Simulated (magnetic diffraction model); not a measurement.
# Sr3Co2S6: what an assumed order does to the neutron pattern

Space group P-1 (no. 2), a = 7.6350 Å, b = 7.6460 Å, c = 7.6530 Å, α = 92.73°, β = 94.59°, γ = 94.52°.

```
site  atom       x       y       z
  2i    Sr  0.8803  0.6162  0.2508
  2i    Sr  0.6225  0.2481  0.8731
  2i    Sr  0.2434  0.8787  0.6146
  2i    Co  0.2560  0.2525  0.2501
  1a    Co       0       0       0
  1h    Co     1/2     1/2     1/2
  2i     S  0.0264  0.7230  0.9071
  2i     S  0.7068  0.9077  0.0332
  2i     S  0.9048  0.0396  0.7200
  2i     S  0.5298  0.4082  0.2222
  2i     S  0.4019  0.2149  0.5341
  2i     S  0.2198  0.5394  0.4101
```

This is a made-up structure (elements placed in a structure type, unrelaxed), so the numbers test the method and describe no known phase.

Only Co is taken to order (form factors of Co3+); orders and moment sizes are assumed, and not adapted to the symmetry. Radiation: neutrons of λ = 2.41 Å, 2° to 35°; isotropic B of 0.26 Å² (Sr), 0.29 Å² (Co) and 0.39 Å² (S). Simulated constant-wavelength pattern: nuclear and magnetic terms add, the magnetic one as |2.695 fm × Σ f S⊥ exp(2πi Q·r) exp(−B s²)|², summed over all Q at one angle with the factor 1/(sin²θ cos θ). For a modulated order the moment at position r is S exp(−2πi k·r) + c.c., with S = m/2 for a sine wave of amplitude m and S = m(u + iv)/2 for moments turning in a plane, u and v being orthogonal unit vectors in it; the phase factor of the sum at Q = H + k is then exp(2πi H·r). Free-ion form factors, Sears's scattering lengths of 1992, no absorption; a label names one of the reflections at its angle. The strongest nuclear line in the range is 100, and lines under 0.2 are left out.

Assume the order k = (1/4 0 0), moments turning in the plane of [100] and [001], 2.28 μB on Co; signs + at (0.2560, 0.2525, 0.2501), + at (0.7440, 0.7475, 0.7499), − at (0, 0, 0), − at (1/2, 1/2, 1/2).

Q: Where does magnetic intensity appear, and how strong is it?

```csv
2θ (°),index,nuclear,magnetic
13.69,(3/4 0 0),0.0,0.2
18.20,(0 0 1),2.4,0.0
23.77,(3/4 1 0),0.0,579.1
24.78,(1 0 -1),4.4,0.0
24.81,(1 -1 0),12.7,0.0
25.14,(0 1 -1),12.1,0.0
26.44,(-1/4 1 1),0.0,259.9
26.57,(0 1 1),100.0,0.0
27.00,(1 1 0),83.2,0.0
27.00,(1 0 1),53.8,0.0
27.50,(1/4 1 1),0.0,238.6
30.62,(5/4 1 0),0.0,178.3
30.63,(5/4 0 1),0.0,125.1
32.29,(7/4 0 0),0.0,110.6
34.20,(1 1 1),3.4,0.0
```

The strongest magnetic line in the range is (3/4 1 0) at 23.77° (579.1). On top of the Lorentz factor, which all lines share, magnetic lines fade with angle because f falls: for Co3+ it is 0.93, 0.74, 0.53 and 0.20 at sin θ/λ = 0.1, 0.2, 0.3 and 0.5 Å⁻¹, while nuclear lengths stay constant. The order has no net moment.

[Logs are printed without paths, hosts, clocks, repeated set-up lines and the standing remarks that a program may print on its own settings, such as how far it seeks lower states.]
